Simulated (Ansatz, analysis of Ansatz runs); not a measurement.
# Y4S3N2 (C2/m), nudged elastic band: V_S hop (3.8 Å) (q = +2), part 2 of 5

Wanted: path and barrier of a jump of S in Y4S3N2 (C2/m) at charge +2. The case: V_S hop (3.8 Å), in a cell of 54 host atoms with 1 S taken out.

Ansatz 0.2.0; plane-wave PAW DFT, PBEsol; nudged elastic band between two relaxed defect structures at fixed charge in a uniform background.

So far: Starting point; Relaxation of the start point, charge +2.

### 3. Relaxation of the end point, charge +2

Level of this step: plane-wave PAW DFT, PBEsol; relaxation of all atoms of a defect supercell at fixed charge in a uniform background (Ansatz).

The end point is relaxed in the same cell and settings, so that the two energies compare. Atoms more than 3.2 Å from the middle of the hop start where the first relaxation left them, the nearer ones on or close to their ideal places, with small random displacements.

The input, qp2.end/input.yaml:

```yaml
crystal:
  lattice:
    - [12.77813411, 0.0, -0.02476517]
    - [0.0, 11.37446657, 0.0]
    - [-6.06062451, 0.0, 7.65368011]
  atoms:
    - { symbol: "Y", position: [0.25962466, 0.16710144, 0.65440508] }
    - { symbol: "Y", position: [0.75928416, 8.704e-05, 0.6426302] }
    - { symbol: "Y", position: [0.24061242, -0.00015229, 0.35732431] }
    - { symbol: "Y", position: [0.74039549, 0.16678521, 0.34567783] }
    - { symbol: "Y", position: [0.43597296, -0.00025679, 0.14260919] }
    - { symbol: "Y", position: [0.93651412, 0.16637267, 0.14435364] }
    - { symbol: "Y", position: [0.06330937, 0.16639668, 0.85567412] }
    - { symbol: "Y", position: [0.56405819, 8.25e-05, 0.85738214] }
    - { symbol: S, position: [-3.362e-05, -8.514e-05, 2.22e-06] }
    - { symbol: S, position: [0.50008649, 0.17054468, 4.768e-05] }
    - { symbol: S, position: [0.17358287, -5.422e-05, 0.7847636] }
    - { symbol: S, position: [0.67010948, 0.16335607, 0.77189404] }
    - { symbol: S, position: [0.3303276, 0.16316677, 0.2286254] }
    - { symbol: S, position: [0.82652512, -0.00017588, 0.21534452] }
    - { symbol: "N", position: [0.14436056, 0.16855073, 0.36428681] }
    - { symbol: "N", position: [0.64511195, -0.00013299, 0.35477652] }
    - { symbol: "N", position: [0.35490056, -8.244e-05, 0.64522134] }
    - { symbol: "N", position: [0.85547971, 0.16865447, 0.63567771] }
    - { symbol: "Y", position: [0.2482545, 0.4999758, 0.63790461] }
    - { symbol: "Y", position: [0.75996845, 0.33327048, 0.6455698] }
    - { symbol: "Y", position: [0.24011937, 0.33289215, 0.35456782] }
    - { symbol: "Y", position: [0.7516745, 0.49976389, 0.36202478] }
    - { symbol: "Y", position: [0.4309301, 0.3245086, 0.15453405] }
    - { symbol: "Y", position: [0.93146801, 0.49981967, 0.13547005] }
    - { symbol: "Y", position: [0.0685744, 0.49997774, 0.86448337] }
    - { symbol: "Y", position: [0.56900766, 0.3248424, 0.8452065] }
    - { symbol: S, position: [0.00026167, 0.33246904, 0.00017327] }
    - { symbol: S, position: [0.18459044, 0.33533904, 0.79957413] }
    - { symbol: S, position: [0.67022132, 0.50003207, 0.77662421] }
    - { symbol: S, position: [0.32988347, 0.49984141, 0.22339241] }
    - { symbol: S, position: [0.81482547, 0.33548544, 0.19977246] }
    - { symbol: "N", position: [0.13983254, 0.49981263, 0.35763475] }
    - { symbol: "N", position: [0.64261424, 0.33940737, 0.35134446] }
    - { symbol: "N", position: [0.35736133, 0.33949484, 0.64870359] }
    - { symbol: "N", position: [0.86021161, 0.50003006, 0.64232033] }
    - { symbol: "Y", position: [0.25962069, 0.8329018, 0.65435797] }
    - { symbol: "Y", position: [0.75998298, 0.6670874, 0.64547209] }
    - { symbol: "Y", position: [0.24007811, 0.66663368, 0.35447889] }
    - { symbol: "Y", position: [0.74042674, 0.83263571, 0.34558334] }
    - { symbol: "Y", position: [0.43563346, 0.66666667, 0.14373378] }
    - { symbol: "Y", position: [0.93666046, 0.83335414, 0.14431216] }
    - { symbol: "Y", position: [0.06346287, 0.83351768, 0.85565022] }
    - { symbol: "Y", position: [0.56436654, 0.66666667, 0.85626622] }
    - { symbol: S, position: [-0.00015459, 0.66735864, -0.00015183] }
    - { symbol: S, position: [0.5, 0.5, 0.0] }
    - { symbol: S, position: [0.18524948, 0.66430772, 0.80035444] }
    - { symbol: S, position: [0.66970325, 0.83664743, 0.77144806] }
    - { symbol: S, position: [0.33001157, 0.83658221, 0.22835151] }
    - { symbol: S, position: [0.81539833, 0.66433753, 0.20039025] }
    - { symbol: "N", position: [0.14447653, 0.83116689, 0.36434097] }
    - { symbol: "N", position: [0.64391518, 0.66666667, 0.36064226] }
    - { symbol: "N", position: [0.35608482, 0.66666667, 0.63935774] }
    - { symbol: "N", position: [0.85563232, 0.83139473, 0.63568346] }
total_charge: 2
basis:
  ecutwfc: 420
  xc_grid: 2
hamiltonian:
  xc: pbesol
kpoints:
  mp_grid: { grid: [1, 1, 1], shift: [0.25, 0.25, 0.25] }
scf:
  occupations: { method: fixed }
  max_iter: 100
output:
  forces: true
relax:
  f_tol: 0.02
  max_steps: 70
  random_displacement: { amplitude: 0.01, seed: 5947 }
```

The run is started by

```console
ansatz run input.yaml --threads 32 --pin off --max-ram 84787MiB --backend cuda --events-out ev --progress --plain --runs-dir out --max-vram 78GiB
```

Numbers of over 12 decimals in the logs are rounded to 6 here.

The program printed:

```text
[...]
Crystal: 53 atoms, lattice volume = 1110.713 Å³
Basis set: ecut = 420 eV, 21699 PW (Γ), exchange–correlation on 180×160×144 points (8 copies of the dense FFT grid, shifted against one another)
Bands: 265, of which v1, the nominal top of the filled ones, is band 212 counted from 1 (211 counted from 0)
Symmetry: 1 space group operations
k-points: 1
[...]
SCF iter   1: F=—  HF=-110788.900726 eV  |F-HF|=—  |Δ(HF+E_count)|=         —  Δρ=7.80e-3  dr2=3.78e0  ethr=1.77e-3  ⟨swp⟩=4.0  Hψ=856  notcnv=0  defer=51
[...]
SCF iter   2: F=—  HF=-110788.113482 eV  |F-HF|=—  |Δ(HF+E_count)|=   7.87e-1  Δρ=3.92e-3  dr2=4.28e-1  ethr=8.92e-4  ⟨swp⟩=3.0  Hψ=353  notcnv=0  defer=51
[...]
SCF iter  10: F=-110787.988152 eV  HF=-110787.988153 eV  |F-HF|=3.87e-7  |Δ(HF+E_count)|=   5.64e-8  Δρ=8.55e-6  dr2=1.46e-6  ethr=2.36e-9  ⟨swp⟩=4.0  Hψ=618  notcnv=0
[...]
atom  52  N      0.00049329     0.00163942     0.00384224
  [... 1 atom left out ...]
  max |Σ_I F_I| component: 2.98e-5 eV/Å
--- Relaxed structure (5 steps of the walk, 5 accepted, 0 SCFs on fresh bases) ---
  F+E_penalty+E_count = -110789.71180412 eV   max|allowed force component| = 1.078e-2 eV/Å
  atoms:
    - { symbol: Y, position: [0.259631, 0.166170, 0.654337] }
    - { symbol: Y, position: [0.759869, 0.000281, 0.645442] }
    [... 16 atoms left out ...]
    - { symbol: Y, position: [0.259584, 0.500510, 0.654372] }
    [... 16 atoms left out ...]
    - { symbol: Y, position: [0.248335, 0.833326, 0.637914] }
    [... 2 atoms left out ...]
    - { symbol: Y, position: [0.751695, 0.833167, 0.362083] }
    - { symbol: Y, position: [0.430918, 0.657862, 0.154484] }
    [... 2 atoms left out ...]
    - { symbol: Y, position: [0.568997, 0.658033, 0.845165] }
    [... 1 atom left out ...]
    - { symbol: S, position: [0.500077, 0.503779, 4.9452581549729556e-5] }
    - { symbol: S, position: [0.184569, 0.668730, 0.799555] }
    [... 2 atoms left out ...]
    - { symbol: S, position: [0.814817, 0.668825, 0.199711] }
    [... 1 atom left out ...]
    - { symbol: N, position: [0.642622, 0.672732, 0.351375] }
    - { symbol: N, position: [0.357345, 0.672741, 0.648633] }
    [... 1 atom left out ...]
[key lines of the parts left out:]
SCF converged after 7 iterations
```

The job ended after 3.4 s (1 × NVIDIA GB200 with 32 threads of Arm Neoverse V2, shared host; peak memory 1.5 GiB).

Relaxation path:

```tsv
step	energy less that of the first step (eV)	largest force component (eV/Å)
1	0.0000	1.5069
2	-1.4541	0.8789
3	-1.7065	0.1326
4	-1.7219	0.0407
5	-1.7237	0.0108
```

The atoms that moved most (Å, from the sites as typed, ahead of the random displacement):

```tsv
atom	dx	dy	dz	length
Y5	-0.138	0.098	0.093	0.193
Y26	-0.138	0.097	0.094	0.193
Y23	0.137	0.097	-0.091	0.191
Y8	0.136	0.096	-0.090	0.189
Y43	0.126	-0.098	-0.085	0.181
Y40	-0.125	-0.100	0.082	0.180
Y19	0.045	0.006	0.126	0.134
Y39	0.044	0.006	0.126	0.134
```

Neighbours of S45 at the end:

```tsv
atom	distance (Å)
Y26	2.790
Y40	2.790
Y43	2.792
Y23	2.793
Y22	2.814
Y19	2.815
N51	3.317
N52	3.317
N33	3.347
N34	3.348
```

Numbers from this step:

| Property | Result |
| --- | --- |
| free energy | -110789.7118 eV |
| r.m.s. move of the farther half of the atoms | 0.04702 Å |
| largest move from the ideal geometry of this structure, a common shift of the far atoms taken out | 0.1816 Å |

The relaxation gained 1.724 eV and ended with a largest force component of 0.011 eV/Å. The end lies within 1 meV of the start.

(Continued in part 3 of 5.)

[Logs are printed without paths, hosts, clocks, repeated set-up lines and the standing remarks that a program may print on its own settings, such as how far it seeks lower states.]

[Hosts, paths, dates, database ids (printed as entryN), source tags and the programs' standing remarks are cut or masked in the printed files.]
